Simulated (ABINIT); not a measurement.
# KF (Carobbiite): a self-consistent loop beyond G0W0, cycle by cycle, part 3 of 3

Wanted: G0W0 and self-consistent gaps of KF (Carobbiite), with the cost of the cycles.

ABINIT 10.8.3; LDA and many-body steps on it, plane waves. Known limits of the many-body steps: not at the basis limit; coarse k mesh.

So far. Step 10 (evGW, cycle 1): Against G0W0 in ABINIT (4×4×4 mesh, 43 bands, screening to 106.1 eV, Godby-Needs plasmon pole), the gap moves by +1.585 eV. Step 13 (evGW, cycle 2): Against the cycle before, the gap moves by +0.123 eV.

**15. Screening, 4×4×4 mesh, 43 bands, screening to 106.1 eV**

This step: RPA screening on LDA from quasiparticle energies, plane waves, norm-conserving pseudopotentials.

Input file run.abi:

```
acell 3*1.0 Angstrom
rprim 
  -0.000000000000 2.671850000000 2.671850000000
  2.671850000000 -0.000000000000 2.671850000000
  2.671850000000 2.671850000000 0.000000000000
ntypat 2
znucl 19 9
natom 2
typat 1 2
xred 
  0.000000000000 0.000000000000 0.000000000000
  0.500000000000 0.500000000000 0.500000000000
pp_dirpath "pseudos"
pseudos "K.upf, F.upf"
ecut 36
ngkpt 4 4 4
nshiftk 1
shiftk 0 0 0
kptopt 1
chksymbreak 0
istwfk *1
occopt 1
irdwfk 1
optdriver 3
nband 43
ecuteps 3.9
inclvkb 2
awtr 1
symchi 1
irdqps 1
gwcalctyp 10
nqptdm 7
qptdm 
  0.2500000000 0.0000000000 0.0000000000
  0.5000000000 0.0000000000 0.0000000000
  0.2500000000 0.2500000000 0.0000000000
  0.5000000000 0.2500000000 0.0000000000
  -0.2500000000 0.2500000000 0.0000000000
  0.5000000000 0.5000000000 0.0000000000
  -0.2500000000 0.5000000000 0.2500000000
indata_prefix "in"
outdata_prefix "out"
tmpdata_prefix "tmp"
```

Input file mrgscr.stdin:

```
2
merged
q0_SCR
out_SCR
1
```

Started as:

```console
$ OMP_NUM_THREADS=1 mpirun -n 4 abinit run.abi > log; mrgscr < mrgscr.stdin
```

Numbers of over 12 decimals in the logs are rounded to 6 here.

The log of the run:

```text
.Version 10.8.3 of ABINIT. v10.8.2 released Aug 2026.

 Symmetries : space group Fm -3 m (#225); Bravais cF (face-center cubic)
[... echo of the input left out ...]
== DATASET  1 ==================================================================
-   mpi_nproc: 4, omp_nthreads: 1 (-1 if OMP is not activated)

--- !DatasetInfo
iteration_state: {dtset: 1, }
dimensions: {natom: 2, nkpt: 8, mband: 43, nsppol: 1, nspinor: 1, nspden: 1, mpw: 2685, }
cutoff_energies: {ecut:  36.0, pawecutdg:  -1.0, }
[...]
q-point number  1        q = ( 0.250000, 0.000000, 0.000000) [r.l.u.]
--------------------------------------------------------------------------------
[... chi0 elements left out ...]
  Average fulfillment of the sum rule on Im[epsilon] for q-point    2 :     72.69  [%]

--------------------------------------------------------------------------------
  q-point number  2        q = ( 0.500000, 0.000000, 0.000000) [r.l.u.]
--------------------------------------------------------------------------------
[... chi0 elements left out ...]
  Average fulfillment of the sum rule on Im[epsilon] for q-point    3 :     63.60  [%]

 [... 5 further q-points ...]
```

The job ended after 8.9 s (4 MPI ranks of Arm Neoverse N1, shared host; peak memory 0.43 GiB; 35 s of CPU time).

Numbers from this step:

```
plasma frequency                    : 24.05 eV
plane waves in the screening matrix : 113
```

This screening reads the quasiparticle levels of the cycle before.

**16. evGW, cycle 3**

This step: evGW on LDA, plane waves, norm-conserving pseudopotentials.

run.abi, as its differences from that of step 15:

```diff
@@ -23,12 +23,10 @@
 irdwfk 1
-optdriver 3
+optdriver 4
 nband 43
-ecuteps 3.9
-inclvkb 2
-awtr 1
-symchi 1
-irdqps 1
 gwcalctyp 10
-nqptdm 7
-qptdm 
+ecutsigx 36
+symsigma 1
+nkptgw 8
+kptgw 
+  0.0000000000 0.0000000000 0.0000000000
   0.2500000000 0.0000000000 0.0000000000
@@ -40,2 +38,15 @@
   -0.2500000000 0.5000000000 0.2500000000
+bdgw 
+  1 12
+  1 12
+  1 12
+  1 12
+  1 12
+  1 12
+  1 12
+  1 12
+ecuteps 3.9
+irdscr 1
+ppmodel 1
+irdqps 1
 indata_prefix "in"
```

Started as:

```console
$ OMP_NUM_THREADS=1 mpirun -n 4 abinit run.abi > log
```

The log of the run:

```text
.Version 10.8.3 of ABINIT. v10.8.2 released Aug 2026.

 Symmetries : space group Fm -3 m (#225); Bravais cF (face-center cubic)
[... echo of the input left out ...]
== DATASET  1 ==================================================================
-   mpi_nproc: 4, omp_nthreads: 1 (-1 if OMP is not activated)

--- !DatasetInfo
iteration_state: {dtset: 1, }
dimensions: {natom: 2, nkpt: 8, mband: 43, nsppol: 1, nspinor: 1, nspden: 1, mpw: 2685, }
cutoff_energies: {ecut:  36.0, pawecutdg:  -1.0, }
[...]
.  kptgw no:  3; Maximum DeltaE = (  -0.116   0.005) for band index:  1
[...]
.  kptgw no:  7; Maximum DeltaE = (  -0.057   0.001) for band index:  1
.  kptgw no:  8; Maximum DeltaE = (  -0.083  -0.009) for band index:  1

== END DATASET(S) ==============================================================
================================================================================

 -outvars: echo values of variables after computation  --------
           etotal      0.0000000000E+00
            nband          43
             nkpt           8
          spgroup         225
 [... the other variables as echoed above ...]

 Calculation completed.
```

Run time: 36 s. Hardware: 4 MPI ranks; peak memory 0.9 GiB; 2.4 min of CPU time.

Numbers from this step:

```yaml
quasiparticle_gap_on_the_mesh: 11.55 eV
gap_of_the_density_functional_on_the_mesh: 5.822 eV
k_of_the_valence_top: 0, 0, 0
k_of_the_conduction_bottom: 0, 0, 0
least_direct_quasiparticle_gap_on_the_computed_points: 11.55 eV
```

Against the cycle before, the gap moves by +0.015 eV.

**17. Screening, 4×4×4 mesh, 43 bands, screening to 106.1 eV**

This step: RPA screening on LDA, plane waves, norm-conserving pseudopotentials.

Input file run.abi:

```
acell 3*1.0 Angstrom
rprim 
  -0.000000000000 2.671850000000 2.671850000000
  2.671850000000 -0.000000000000 2.671850000000
  2.671850000000 2.671850000000 0.000000000000
ntypat 2
znucl 19 9
natom 2
typat 1 2
xred 
  0.000000000000 0.000000000000 0.000000000000
  0.500000000000 0.500000000000 0.500000000000
pp_dirpath "pseudos"
pseudos "K.upf, F.upf"
ecut 36
ngkpt 4 4 4
nshiftk 1
shiftk 0 0 0
kptopt 1
chksymbreak 0
istwfk *1
occopt 1
irdwfk 1
optdriver 3
nband 43
ecuteps 3.9
inclvkb 2
awtr 1
symchi 1
gwcalctyp 10
mbpt_sciss 6.214 eV
nqptdm 1
qptdm 
  0 0 0
indata_prefix "in"
outdata_prefix "out"
tmpdata_prefix "tmp"
```

The log of the run:

```text
.Version 10.8.3 of ABINIT. v10.8.2 released Aug 2026.

 Symmetries : space group Fm -3 m (#225); Bravais cF (face-center cubic)
[... echo of the input left out ...]
== DATASET  1 ==================================================================
-   mpi_nproc: 4, omp_nthreads: 1 (-1 if OMP is not activated)

--- !DatasetInfo
iteration_state: {dtset: 1, }
dimensions: {natom: 2, nkpt: 8, mband: 43, nsppol: 1, nspinor: 1, nspden: 1, mpw: 2685, }
cutoff_energies: {ecut:  36.0, pawecutdg:  -1.0, }
[...]
[... chi0 elements left out ...]
 For q-point:  0.000010 0.000020 0.000030
  dielectric constant =   1.6786
  dielectric constant without local fields =   1.8063

  Average fulfillment of the sum rule on Im[epsilon] for q-point    1 :     51.50  [%]
[... wings left out ...]
== END DATASET(S) ==============================================================
================================================================================

 -outvars: echo values of variables after computation  --------
           etotal      0.0000000000E+00
            nband          43
             nkpt           8
          spgroup         225
 [... the other variables as echoed above ...]

 Calculation completed.
```

Wall time 4.2 s (4 MPI ranks); peak memory 0.36 GiB.

This step gave:

| Quantity | Value |
| --- | --- |
| ε∞ with local fields, on this mesh, along the program's q direction | 1.679 |
| the same without local fields | 1.806 |
| plasma frequency | 24.05 eV |
| plane waves in the screening matrix | 113 |

This screening uses the functional's bands under a rigid shift, the mean opening of the cycle before.

**18. Screening, 4×4×4 mesh, 43 bands, screening to 106.1 eV**

This step: RPA screening on LDA from quasiparticle energies, plane waves, norm-conserving pseudopotentials.

run.abi, as its differences from that of step 17:

```diff
@@ -29,7 +29,13 @@
 symchi 1
+irdqps 1
 gwcalctyp 10
-mbpt_sciss 6.214 eV
-nqptdm 1
+nqptdm 7
 qptdm 
-  0 0 0
+  0.2500000000 0.0000000000 0.0000000000
+  0.5000000000 0.0000000000 0.0000000000
+  0.2500000000 0.2500000000 0.0000000000
+  0.5000000000 0.2500000000 0.0000000000
+  -0.2500000000 0.2500000000 0.0000000000
+  0.5000000000 0.5000000000 0.0000000000
+  -0.2500000000 0.5000000000 0.2500000000
 indata_prefix "in"
```

mrgscr.stdin is that of step 15.

Started as:

```console
$ OMP_NUM_THREADS=1 mpirun -n 4 abinit run.abi > log; mrgscr < mrgscr.stdin
```

The log of the run:

```text
.Version 10.8.3 of ABINIT. v10.8.2 released Aug 2026.

 Symmetries : space group Fm -3 m (#225); Bravais cF (face-center cubic)
[... echo of the input left out ...]
== DATASET  1 ==================================================================
-   mpi_nproc: 4, omp_nthreads: 1 (-1 if OMP is not activated)

--- !DatasetInfo
iteration_state: {dtset: 1, }
dimensions: {natom: 2, nkpt: 8, mband: 43, nsppol: 1, nspinor: 1, nspden: 1, mpw: 2685, }
cutoff_energies: {ecut:  36.0, pawecutdg:  -1.0, }
[...]
q-point number  1        q = ( 0.250000, 0.000000, 0.000000) [r.l.u.]
--------------------------------------------------------------------------------
[... chi0 elements left out ...]
  Average fulfillment of the sum rule on Im[epsilon] for q-point    2 :     72.72  [%]

--------------------------------------------------------------------------------
  q-point number  2        q = ( 0.500000, 0.000000, 0.000000) [r.l.u.]
--------------------------------------------------------------------------------
[... chi0 elements left out ...]
  Average fulfillment of the sum rule on Im[epsilon] for q-point    3 :     63.62  [%]

 [... 5 further q-points ...]
```

It took 8.9 s on 4 MPI ranks; peak memory 0.43 GiB; 35 s of CPU time.

This step gave:

| Quantity | Value |
| --- | --- |
| plasma frequency | 24.05 eV |
| plane waves in the screening matrix | 113 |

This screening reads the quasiparticle levels of the cycle before.

**19. evGW, cycle 4**

This step: evGW on LDA, plane waves, norm-conserving pseudopotentials.

run.abi, as its differences from that of step 18:

```diff
@@ -23,12 +23,10 @@
 irdwfk 1
-optdriver 3
+optdriver 4
 nband 43
-ecuteps 3.9
-inclvkb 2
-awtr 1
-symchi 1
-irdqps 1
 gwcalctyp 10
-nqptdm 7
-qptdm 
+ecutsigx 36
+symsigma 1
+nkptgw 8
+kptgw 
+  0.0000000000 0.0000000000 0.0000000000
   0.2500000000 0.0000000000 0.0000000000
@@ -40,2 +38,15 @@
   -0.2500000000 0.5000000000 0.2500000000
+bdgw 
+  1 12
+  1 12
+  1 12
+  1 12
+  1 12
+  1 12
+  1 12
+  1 12
+ecuteps 3.9
+irdscr 1
+ppmodel 1
+irdqps 1
 indata_prefix "in"
```

Started as:

```console
$ OMP_NUM_THREADS=1 mpirun -n 4 abinit run.abi > log
```

The log of the run:

```text
.Version 10.8.3 of ABINIT. v10.8.2 released Aug 2026.

 Symmetries : space group Fm -3 m (#225); Bravais cF (face-center cubic)
[... echo of the input left out ...]
== DATASET  1 ==================================================================
-   mpi_nproc: 4, omp_nthreads: 1 (-1 if OMP is not activated)

--- !DatasetInfo
iteration_state: {dtset: 1, }
dimensions: {natom: 2, nkpt: 8, mband: 43, nsppol: 1, nspinor: 1, nspden: 1, mpw: 2685, }
cutoff_energies: {ecut:  36.0, pawecutdg:  -1.0, }
[...]
.  kptgw no:  3; Maximum DeltaE = (   0.035  -0.029) for band index:  1
[...]
.  kptgw no:  7; Maximum DeltaE = (   0.002   0.048) for band index:  2
.  kptgw no:  8; Maximum DeltaE = (   0.001   0.031) for band index:  2

== END DATASET(S) ==============================================================
================================================================================

 -outvars: echo values of variables after computation  --------
           etotal      0.0000000000E+00
            nband          43
             nkpt           8
          spgroup         225
 [... the other variables as echoed above ...]

 Calculation completed.
```

The job ended after 37 s (4 MPI ranks; peak memory 0.9 GiB).

Numbers from this step:

```yaml
quasiparticle_gap_on_the_mesh: 11.55 eV
gap_of_the_density_functional_on_the_mesh: 5.822 eV
k_of_the_valence_top: 0, 0, 0
k_of_the_conduction_bottom: 0, 0, 0
least_direct_quasiparticle_gap_on_the_computed_points: 11.55 eV
```

Against the cycle before, the gap moves by +0.001 eV.

**20. Side by side**

Times are wall times on 4 MPI ranks of Arm Neoverse N1, shared host, good to a factor of about two. A run's time includes the screening step that it read.

```tsv
run	mesh	bands	screening cutoff (eV)	DFT gap (eV)	gap on the mesh (eV)	direct (eV)	ε∞ used	time
G0W0	4×4×4	43	106.1	5.822	9.830	9.830	1.95	14 s
evGW0, cycle 1	4×4×4	43	106.1	5.822	10.562	10.562	1.95	47 s
evGW0, cycle 2	4×4×4	43	106.1	5.822	10.455	10.455	1.95	46 s
evGW0, cycle 3	4×4×4	43	106.1	5.822	10.451	10.451	1.95	47 s
evGW, cycle 1	4×4×4	43	106.1	5.822	11.415	11.415	1.71	49 s
evGW, cycle 2	4×4×4	43	106.1	5.822	11.538	11.538	1.68	50 s
evGW, cycle 3	4×4×4	43	106.1	5.822	11.553	11.553	1.68	50 s
evGW, cycle 4	4×4×4	43	106.1	5.822	11.554	11.554	1.68	50 s
```

**21. Summary of results**

```json
{"G0W0": "9.830 eV", "evGW0, cycle 1": "10.562 eV", "evGW0, cycle 2": "10.455 eV", "evGW0, cycle 3": "10.451 eV", "evGW, cycle 1": "11.415 eV", "evGW, cycle 2": "11.538 eV", "evGW, cycle 3": "11.553 eV", "evGW, cycle 4": "11.554 eV", "known limits": "not at the basis limit; coarse k mesh"}
```

In words: Only the bands that the input lists are updated; the others, empty or deep, keep the functional's energies or take a rigid shift. The evGW loop starts from the last levels of evGW0, so its cycles and time come on top of those. evGW0 ends at 10.45 eV, +0.62 eV from G0W0, after 3 cycles that took 1.8 min beside the first screening; the last moved the gap by 0.004 eV. evGW ends at 11.55 eV, +1.72 eV from G0W0, after 4 cycles that took 3.3 min beside the first screening; the last moved the gap by 0.001 eV. The first cycle of evGW0 takes the full correction, without the factor Z, so it overshoots the one-shot value. Bands and cutoff are finite, so the gap is not at the basis limit. The miss can reach some tenths of an eV and take either sign; the mesh is an error of its own. The 4×4×4 mesh is coarse for this cell, which bears on the long-range parts of exchange and screening. In the updated screening the q = 0 part is built from Kohn-Sham bands under a rigid shift, the other q from the quasiparticle levels.

[Paths, hosts, dates, memory and timing lines, banners, echoed tables and standing remarks are left out of the program output.]

[Logs are printed without paths, hosts, clocks, repeated set-up lines and the standing remarks that a program may print on its own settings, such as how far it seeks lower states.]

[Runs of the session that timed out or met a known fault of the program may be left out.]

[Hosts, paths, dates, database ids (printed as entryN), source tags and the programs' standing remarks are cut or masked in the printed files.]

[G0W0 gaps are taken among the corrected bands and points alone; a level outside them can change the order at an edge.]

[Where Ansatz stands beside ABINIT at settings called matched, ABINIT's density can come from a denser mesh and the files from another edition; pairs whose starting gaps differed by over 0.03 eV were left out, so agreement reads better than it is.]
